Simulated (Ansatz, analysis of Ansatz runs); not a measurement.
# Mn2+ on a Ca site in CaO: hyperfine coupling against experiment

How near does this set-up come to the measured hyperfine coupling? Subject: Mn2+ on a Ca site in CaO. Set-up: PBE, 32-site cell, PBE lattice, 420 eV, k: the single point 1/4 1/4 1/4 then 2x2x2 shifted 0.5 0.5 0.5. The model is a cell of 32 host atoms with 1 Ca taken out and 1 Mn put in. The isotropic coupling follows from the spin density at the nucleus, the nuclear g-factor and the total spin. A small cell is quick and shows the size of the effect, at the price of close images.

What was measured. 55Mn, isotropic, printed as −80.8 10^-4 cm^-1: -242.2 MHz at 300 K, by EPR (room temperature) (quoted in “Parallel-mode EPR spectra of the hexaaqua manganese(II) Ion in tetrahedral symmetry”, 2024, Margrete Juel Henrichsen, Jesper Bendix, Høgni Weihe, quoting earlier work (1979)).

Calculated with Ansatz 0.2.0; plane-wave PAW DFT, PBE; relaxation of all atoms of a defect supercell.

### Step 1. The starting structure

The cell holds 32 atoms: 15 Ca, 1 Mn and 16 O. Cell: a = 8.367 Å, b = 8.367 Å, c = 8.367 Å, α = 109.5°, β = 109.5°, γ = 109.5°. It derives from CaO (space group Fm-3m). Nearest the centre at fractional (0.250, 0.500, 0.250): Mn7 at 0.00 Å, O24 at 2.42 Å, O28 at 2.42 Å, O27 at 2.42 Å, O22 at 2.42 Å, O18 at 2.42 Å, O19 at 2.42 Å, Ca1 at 3.42 Å.

The host's primitive cell comes from a first run (plane-wave PAW DFT, PBE; relaxation of the host's cell and atoms): vectors of 3.416, 3.416 and 3.416 Å. That is 14.09 Å³ an atom. The supercell is built on it.

### Step 2. Relaxation, charge 0

Every later number rests on the structure around the defect, so the atoms are relaxed at the host's lattice first.

The input, relax/input.yaml:

```yaml
relax:
  f_tol: 0.02
  max_steps: 80
  escape_saddle: false
crystal:
  lattice:
    - [-4.83077861, 4.83077861, 4.83077861]
    - [4.83077861, -4.83077861, 4.83077861]
    - [4.83077861, 4.83077861, -4.83077861]
  atoms:
    - { symbol: Ca, position: [0.0, 0.0, 0.0] }
    - { symbol: Ca, position: [0.0, 0.25, 0.75] }
    - { symbol: Ca, position: [0.0, 0.5, 0.5] }
    - { symbol: Ca, position: [0.0, 0.75, 0.25] }
    - { symbol: Ca, position: [0.25, 0.0, 0.75] }
    - { symbol: Ca, position: [0.25, 0.25, 0.5] }
    - { symbol: Mn, position: [0.25, 0.5, 0.25], spin: 5.0 }
    - { symbol: Ca, position: [0.25, 0.75, 0.0] }
    - { symbol: Ca, position: [0.5, 0.0, 0.5] }
    - { symbol: Ca, position: [0.5, 0.25, 0.25] }
    - { symbol: Ca, position: [0.5, 0.5, 0.0] }
    - { symbol: Ca, position: [0.5, 0.75, 0.75] }
    - { symbol: Ca, position: [0.75, 0.0, 0.25] }
    - { symbol: Ca, position: [0.75, 0.25, 0.0] }
    - { symbol: Ca, position: [0.75, 0.5, 0.75] }
    - { symbol: Ca, position: [0.75, 0.75, 0.5] }
    - { symbol: O, position: [0.0, 0.0, 0.5] }
    - { symbol: O, position: [0.0, 0.25, 0.25] }
    - { symbol: O, position: [0.0, 0.5, 0.0] }
    - { symbol: O, position: [0.0, 0.75, 0.75] }
    - { symbol: O, position: [0.25, 0.0, 0.25] }
    - { symbol: O, position: [0.25, 0.25, 0.0] }
    - { symbol: O, position: [0.25, 0.5, 0.75] }
    - { symbol: O, position: [0.25, 0.75, 0.5] }
    - { symbol: O, position: [0.5, 0.0, 0.0] }
    - { symbol: O, position: [0.5, 0.25, 0.75] }
    - { symbol: O, position: [0.5, 0.5, 0.5] }
    - { symbol: O, position: [0.5, 0.75, 0.25] }
    - { symbol: O, position: [0.75, 0.0, 0.75] }
    - { symbol: O, position: [0.75, 0.25, 0.5] }
    - { symbol: O, position: [0.75, 0.5, 0.25] }
    - { symbol: O, position: [0.75, 0.75, 0.0] }
basis:
  ecutwfc: 420
  xc_grid: 2
hamiltonian:
  xc: pbe
kpoints:
  mp_grid: { grid: [1, 1, 1], shift: [0.25, 0.25, 0.25] }
magnetization:
  spin_polarized: true
  initial_magnetization: 5
  spin_locking: { lock_magnetization: hard }
scf:
  occupations: { method: fermi_dirac, width: 0.01 }
  max_iter: 120
output:
  forces: true
checkpoint:
  write: "../relax.run"
  compress: false
  write_wavefunctions: true
  write_every: 100000
```

Run with:

```console
> ansatz run input.yaml --threads 2 --pin off --max-ram 3768MiB --backend cpu --events-out ev --progress --plain --runs-dir out
```

Numbers of over 12 decimals in the logs are rounded to 6 here.

What it wrote:

```text
[... repeated set-up lines and file paths are left out, and long positions are rounded to six places ...]
Engine: ansatz 0.2.0, x86_64-unknown-linux-gnu
Pseudopotentials: kind: paw
Pseudopotential: Ca, paw, valence charge 10, recommended cutoff 420 eV (normal), Ca.paw.azcp
Pseudopotential: Mn, paw, valence charge 15, recommended cutoff 420 eV (normal), Mn.paw.azcp
Pseudopotential: O, paw, valence charge 6, recommended cutoff 420 eV (normal), O.paw.azcp
Functional definition: PBE
  parameter kappa = 0.804
  parameter beta = 0.066725
  exchange = pbe_x(kappa = kappa, mu = beta*pi^2/3)
  correlation = pbe_c(beta = beta)
Crystal: 32 atoms, lattice volume = 450.932 Å³
Basis set: ecut = 420 eV, 8781 PW (Γ), exchange–correlation on 120×120×120 points (8 copies of the dense FFT grid, shifted against one another)
Bands: 165, of which v1, the nominal top of the filled ones, is band 131 counted from 1 (130 counted from 0)
Symmetry: 48 space group operations
Space group: Im-3m (ITA 229), of the structure as read, at distance tolerance 7.7e-5 Å
Magnetic group: BNS 229.140 (UNI 1642), of the structure as read, at distance tolerance 7.7e-5 Å
k-points: 1
Non-local potential: Ca, projectors of the file, l = 0: 3, l = 1: 2, l = 2: 2
Non-local potential: Mn, projectors of the file, l = 0: 3, l = 1: 2, l = 2: 3, l = 3: 1
Non-local potential: O, projectors of the file, l = 0: 2, l = 1: 2, l = 2: 1
PAW form: soft (Blöchl's): semilocal exchange-correlation on the pseudo side does not see the compensation charge
PAW one-centre angular grid: Ca, 110 points (default); XC on 64 Gauss nodes
PAW one-centre angular grid: Mn, 590 points (default); XC on 64 Gauss nodes
PAW one-centre angular grid: O, 110 points (default); XC on 64 Gauss nodes
Initial density: superposition of atomic densities (chi_scale 0.1, normalization cell, long waves kept (reshape's long-wave potential 0.02 eV rms))
Starting moments: Σ|m| = 5 μB on 1 of 32 sites
Initial wavefunctions: pseudopotential atomic-orbital guess
Functional: x = pbe(κ = 0.804, μ = 0.219515), c = pbe(β = 0.066725)
SCF iter   1: F=—  HF=-40294.461563 eV  |F-HF|=—  |Δ(HF+E_count)|=         —  Δρ=5.48e-2 (↑5.48e-2 ↓5.44e-2)  dr2=5.12e1  dr2_m=7.26e-2  M=5.000 μB ∫|m|=5.013 μB  β_m=0.30  ethr=3.10e-3  ⟨swp⟩=12.0  Hψ=1632  notcnv=0  defer=4
preconditioner: auto → Resta (q_TF=auto, 2.491 Å⁻¹)  ε∞=3.7  [insulator: Δε(μ)=2.782 eV  Ē_g=16.021 eV  σ=0.010 eV  W_gap=1.00  n_scr=134 (ndim 8)  ℏωp=26.1 eV  f_vac=0.000  D(μ)=0.00/eV (n_scr^D=0)  ε∞_Penn≈3.7]
spin=Collinear: Resta preconditioning applied to the charge; magnetization (m = ρ↑ − ρ↓) channel mixes plain (no charge-response kernel on spin).
SCF iter   2: F=—  HF=-40284.246972 eV  |F-HF|=—  |Δ(HF+E_count)|=    1.02e1  Δρ=1.94e-2 (↑1.94e-2 ↓1.90e-2)  dr2=7.87e0  dr2_m=9.10e-3  M=5.000 μB ∫|m|=5.014 μB  β_m=0.35  ethr=3.10e-3  ⟨swp⟩=3.0  Hψ=668  notcnv=0  defer=55
SCF iter   3: F=—  HF=-40282.877839 eV  |F-HF|=—  |Δ(HF+E_count)|=    1.37e0  Δρ=1.11e-2 (↑1.09e-2 ↓1.11e-2)  dr2=2.70e0  dr2_m=4.67e-3  M=5.000 μB ∫|m|=5.024 μB  β_m=0.60  ethr=3.01e-3  ⟨swp⟩=3.5  Hψ=631  notcnv=0  defer=51
SCF iter   4: F=—  HF=-40282.767139 eV  |F-HF|=—  |Δ(HF+E_count)|=   1.11e-1  Δρ=3.85e-3 (↑3.85e-3 ↓3.53e-3)  dr2=1.92e-1  dr2_m=2.08e-3  M=5.000 μB ∫|m|=5.048 μB  β_m=0.67  ethr=1.03e-3  ⟨swp⟩=2.5  Hψ=614  notcnv=0  defer=51
SCF iter   5: F=—  HF=-40282.827666 eV  |F-HF|=—  |Δ(HF+E_count)|=         —  Δρ=2.28e-3 (↑2.18e-3 ↓2.28e-3)  dr2=7.87e-2  dr2_m=9.62e-4  M=5.000 μB ∫|m|=5.054 μB  β_m=0.67  ethr=7.36e-5  ⟨swp⟩=2.0  Hψ=531  notcnv=0  defer=51
Mixer restart at iter 5: flushing history
SCF iter   6: F=—  HF=-40282.835051 eV  |F-HF|=—  |Δ(HF+E_count)|=   7.38e-3  Δρ=1.76e-3 (↑1.76e-3 ↓1.69e-3)  dr2=4.23e-2  dr2_m=4.72e-5  M=5.000 μB ∫|m|=5.056 μB  β_m=0.56  ethr=3.02e-5  ⟨swp⟩=2.5  Hψ=484  notcnv=0  defer=51
SCF iter   7: F=—  HF=-40282.829028 eV  |F-HF|=—  |Δ(HF+E_count)|=   6.02e-3  Δρ=4.93e-4 (↑4.58e-4 ↓4.93e-4)  dr2=3.91e-3  dr2_m=5.42e-5  M=5.000 μB ∫|m|=5.057 μB  β_m=0.78  ethr=1.62e-5  ⟨swp⟩=2.0  Hψ=471  notcnv=0  defer=51
SCF iter   8: F=—  HF=-40282.833621 eV  |F-HF|=—  |Δ(HF+E_count)|=   4.59e-3  Δρ=2.22e-4 (↑2.22e-4 ↓1.31e-4)  dr2=4.44e-4  dr2_m=1.54e-5  M=5.000 μB ∫|m|=5.058 μB  β_m=0.66  ethr=1.50e-6  ⟨swp⟩=2.0  Hψ=607  notcnv=0  defer=51
SCF iter   9: F=—  HF=-40282.833704 eV  |F-HF|=—  |Δ(HF+E_count)|=   8.33e-5  Δρ=5.36e-5 (↑5.36e-5 ↓3.71e-5)  dr2=2.24e-5  dr2_m=1.60e-6  M=5.000 μB ∫|m|=5.058 μB  β_m=0.68  ethr=1.70e-7  ⟨swp⟩=2.0  Hψ=609  notcnv=0  defer=51
SCF iter  10: F=-40282.833718 eV  HF=-40282.833719 eV  |F-HF|=5.88e-7  |Δ(HF+E_count)|=   1.51e-5  Δρ=1.93e-5 (↑1.93e-5 ↓1.36e-5)  dr2=2.78e-6  dr2_m=2.80e-7  M=5.000 μB ∫|m|=5.058 μB  ethr=3.83e-9  ⟨swp⟩=2.0  Hψ=954  notcnv=0
SCF 1 converged in 10 iterations: F = -40282.833718 eV  dr2 = 2.78e-6
  greatest PAW one-centre occupation: 1.004 electrons in one spin orbital (limit 2), on the Mn atom at site 6 (counted from 0), in its partial waves of l = 1
relax step   1: F+E_penalty+E_count = -40282.83371847 eV  Δ(F+E_penalty+E_count) = +0.000e0 eV  max|allowed force component| = 2.810e-1 eV/Å  Δτ_max = 0.0000 Å  (10 SCF iters, dr2 threshold 1.00e-5 eV, accepted)
[... the SCF cycles and remarks between the steps are left out from here to the last step ...]
relax step   2: F+E_penalty+E_count = -40282.89650313 eV  Δ(F+E_penalty+E_count) = -6.278e-2 eV  max|allowed force component| = 8.744e-2 eV/Å  Δτ_max = 0.0389 Å  (7 SCF iters, dr2 threshold 4.94e-6 eV, accepted)
relax step   3: F+E_penalty+E_count = -40282.89951716 eV  Δ(F+E_penalty+E_count) = -3.014e-3 eV  max|allowed force component| = 7.082e-2 eV/Å  Δτ_max = 0.0124 Å  (6 SCF iters, dr2 threshold 4.78e-7 eV, accepted)
relax step   4: F+E_penalty+E_count = -40282.90138178 eV  Δ(F+E_penalty+E_count) = -1.865e-3 eV  max|allowed force component| = 1.409e-3 eV/Å  Δτ_max = 0.0067 Å  (6 SCF iters, dr2 threshold 4.86e-7 eV, accepted)
iter 1 solved again at ethr=2.51e-11 eV; its pass at ethr=3.10e-3 eV (dr2=6.56e-8 eV) is discarded
SCF iter   1: F=—  HF=-40282.901382 eV  |F-HF|=—  |Δ(HF+E_count)|=         —  Δρ=2.45e-6 (↑2.45e-6 ↓1.90e-6)  dr2=6.39e-8  dr2_m=7.28e-10  M=5.000 μB ∫|m|=5.057 μB  β_m=0.65  ethr=2.51e-11  ⟨swp⟩=1.0  Hψ=918  notcnv=0  defer=51
SCF iter   2: F=-40282.901382 eV  HF=-40282.901382 eV  |F-HF|=2.29e-8  |Δ(HF+E_count)|=   1.74e-8  Δρ=1.46e-6 (↑1.38e-6 ↓1.46e-6)  dr2=2.67e-8  dr2_m=1.07e-9  M=5.000 μB ∫|m|=5.057 μB  ethr=2.45e-11  ⟨swp⟩=1.0  Hψ=929  notcnv=0
SCF 5 converged in 2 iterations: F = -40282.901382 eV  dr2 = 2.67e-8
relax step   5: F+E_penalty+E_count = -40282.90138183 eV  Δ(F+E_penalty+E_count) = -5.925e-8 eV  max|allowed force component| = 1.413e-3 eV/Å  Δτ_max = 0.0000 Å  (2 SCF iters, accepted)
NSCF: frozen V_eff on 1 k-points
the band table was solved once a step of the walk had ended and its energy, with any forces and stress, was formed, with the checks that follow a solve (1383 applications of the Hamiltonian). They found nothing against the state; [...]
SCF converged after 2 iterations
Magnetization: 5.0000 μB (133.0000 up, 128.0000 down)
Absolute magnetization: 5.0594 μB (∫|ρ↑−ρ↓|, with the PAW one-centre terms)
Spin contamination: 0.0070 ħ² per cell (⟨S²⟩ above its minimum at these occupations)
Per-site moments (μB) at R_I (Å): [(-9.073344534440212e-5, 0.989633), (-9.07334453445256e-5, 0.989633), (-9.0733445344929e-5, 0.989633), [... 29 left out ...]
Free energy (F): -40282.901382 eV
Harris-Foulkes:  -40282.901382 eV  (|F-HF|=2.29e-8)
Internal energy: -40282.901382 eV  (E = F + TS)
E sigma→0 (E₀):  -40282.901382 eV
Fermi energy:    10.119419 (↑ 10.829924, ↓ 9.111632) eV
--- Per-component energies (eV) ---
  E_band       = -1881.473708
  E_kinetic    = 7299.958410
  E_local      = -16278.835860  (includes V_loc(G=0)·N_el)
  E_nonlocal   = 1973.753382
  E_hartree    = 5612.404407
  E_xc         = -3379.777651
  E_vxc        = -4255.303786  (∫ρ·V_xc dr)
  E_paw        = -16708.888459  (= ΣΔE_a)
  E_vpaw       = -1845.882559  (= ΣTr[D̂ρ^β])
  E_aug_tail   = 0.038109  (compensation charges beyond the density's cutoff)
  E_ewald      = -18801.553721
  E_smearing   = -0.000000  (= −TS)
  E_closure    = 0.000000  (closes the sum)
  Σ components = -40282.901382   (vs F -40282.901382, Δ=0.00e0)
--- Forces (eV/Å), atoms counted from 1 ---
  atom   1  Ca     0.00059694     0.00000000     0.00059694
  atom   2  Ca     0.00059694     0.00059694     0.00000000
  atom   3  Ca    -0.00059694    -0.00000000     0.00059694
  atom   4  Ca    -0.00059694     0.00059694    -0.00000000
  atom   5  Ca     0.00000000     0.00000000     0.00000000
  atom   6  Ca     0.00000000    -0.00059694     0.00059694
  atom   7  Mn     0.00000000     0.00000000    -0.00000000
  atom   8  Ca    -0.00000000     0.00059694    -0.00059694
  atom   9  Ca    -0.00059694    -0.00000000    -0.00059694
  atom  10  Ca     0.00059694    -0.00059694    -0.00000000
  atom  11  Ca     0.00059694     0.00000000    -0.00059694
  atom  12  Ca    -0.00059694    -0.00059694     0.00000000
  atom  13  Ca    -0.00000000     0.00000000    -0.00000000
  atom  14  Ca    -0.00000000     0.00059694     0.00059694
  atom  15  Ca    -0.00000000    -0.00000000     0.00000000
  atom  16  Ca     0.00000000    -0.00059694    -0.00059694
  atom  17  O     -0.00000000    -0.00000000     0.00000000
  atom  18  O      0.00000000     0.00000000     0.00141297
  atom  19  O     -0.00000000     0.00141297    -0.00000000
  atom  20  O     -0.00000000     0.00000000     0.00000000
  atom  21  O      0.00000000     0.00000000    -0.00000000
  atom  22  O      0.00141297    -0.00000000    -0.00000000
  atom  23  O     -0.00000000     0.00000000     0.00000000
  atom  24  O     -0.00141297    -0.00000000     0.00000000
  atom  25  O      0.00000000     0.00000000    -0.00000000
  atom  26  O      0.00000000    -0.00000000    -0.00000000
  atom  27  O     -0.00000000    -0.00141297     0.00000000
  atom  28  O     -0.00000000     0.00000000    -0.00141297
  atom  29  O      0.00000000     0.00000000     0.00000000
  atom  30  O     -0.00000000     0.00000000     0.00000000
  atom  31  O     -0.00000000     0.00000000     0.00000000
  atom  32  O     -0.00000000    -0.00000000    -0.00000000
  max |Σ_I F_I| component: 4.34e-19 eV/Å
--- Band table (eV) ---
  k-point 0 ↑: bands = ["-71.7562", "-40.5139", "-40.5139", "-40.5139", [... 157 left out ...] "15.0864", "15.1334", "15.1334", "15.1334"]
  k-point 0 ↓: bands = ["-66.8617", "-35.7131", "-35.7131", "-35.7131", [... 157 left out ...] "15.1758", "15.2056", "15.2056", "15.2056"]
--- Relaxed structure (5 steps of the walk, 5 accepted, 0 SCFs on fresh bases) ---
  F+E_penalty+E_count = -40282.90138183 eV   max|allowed force component| = 1.413e-3 eV/Å
  atoms:
    - { symbol: Ca, position: [0.001702, 0.003404, 0.001702] }
    - { symbol: Ca, position: [0.001702, 0.251702, 0.753404] }
    - { symbol: Ca, position: [0.001702, 0.500000, 0.498298] }
    - { symbol: Ca, position: [0.001702, 0.748298, 0.250000] }
    - { symbol: Ca, position: [0.250000, 0.0, 0.75] }
    - { symbol: Ca, position: [0.25, 0.251702, 0.498298] }
    - { symbol: Mn, position: [0.250000, 0.5, 0.25] }
    - { symbol: Ca, position: [0.250000, 0.748298, 0.001702] }
    - { symbol: Ca, position: [0.498298, -0.003404, 0.498298] }
    - { symbol: Ca, position: [0.498298, 0.251702, 0.25] }
    - { symbol: Ca, position: [0.498298, 0.500000, 0.001702] }
    - { symbol: Ca, position: [0.498298, 0.748298, 0.746596] }
    - { symbol: Ca, position: [0.75, 0.0, 0.250000] }
    - { symbol: Ca, position: [0.753404, 0.251702, 0.001702] }
    - { symbol: Ca, position: [0.75, 0.500000, 0.750000] }
    - { symbol: Ca, position: [0.746596, 0.748298, 0.498298] }
    - { symbol: O, position: [0.0, 0.0, 0.5] }
    - { symbol: O, position: [0.004623, 0.254623, 0.25] }
    - { symbol: O, position: [0.004623, 0.5, 0.004623] }
    - { symbol: O, position: [0, 0.75, 0.75] }
    - { symbol: O, position: [0.25, -1.262454298279457e-19, 0.25] }
    - { symbol: O, position: [0.25, 0.254623, 0.004623] }
    - { symbol: O, position: [0.250000, 0.5, 0.75] }
    - { symbol: O, position: [0.250000, 0.745377, 0.495377] }
    - { symbol: O, position: [0.5, 0.0, 0.0] }
    - { symbol: O, position: [0.5, 0.250000, 0.75] }
    - { symbol: O, position: [0.495377, 0.5, 0.495377] }
    - { symbol: O, position: [0.495377, 0.745377, 0.250000] }
    - { symbol: O, position: [0.75, -1.2624542982794585e-19, 0.75] }
    - { symbol: O, position: [0.750000, 0.250000, 0.500000] }
    - { symbol: O, position: [0.75, 0.5, 0.250000] }
    - { symbol: O, position: [0.75, 0.75, 0] }
```

The job ended after 62 s (2 threads of AMD EPYC 7R43, shared host; peak memory 1.1 GiB).

(Part 1 of 2 ends here.)

[Logs are printed without paths, hosts, clocks, repeated set-up lines and the standing remarks that a program may print on its own settings, such as how far it seeks lower states.]

[Hosts, paths, dates, database ids (printed as entryN), source tags and the programs' standing remarks are cut or masked in the printed files.]

[For some hosts the program warned that the k-mesh of the response run may be too coarse for force constants and the static dielectric constant; such warnings are not shown here.]
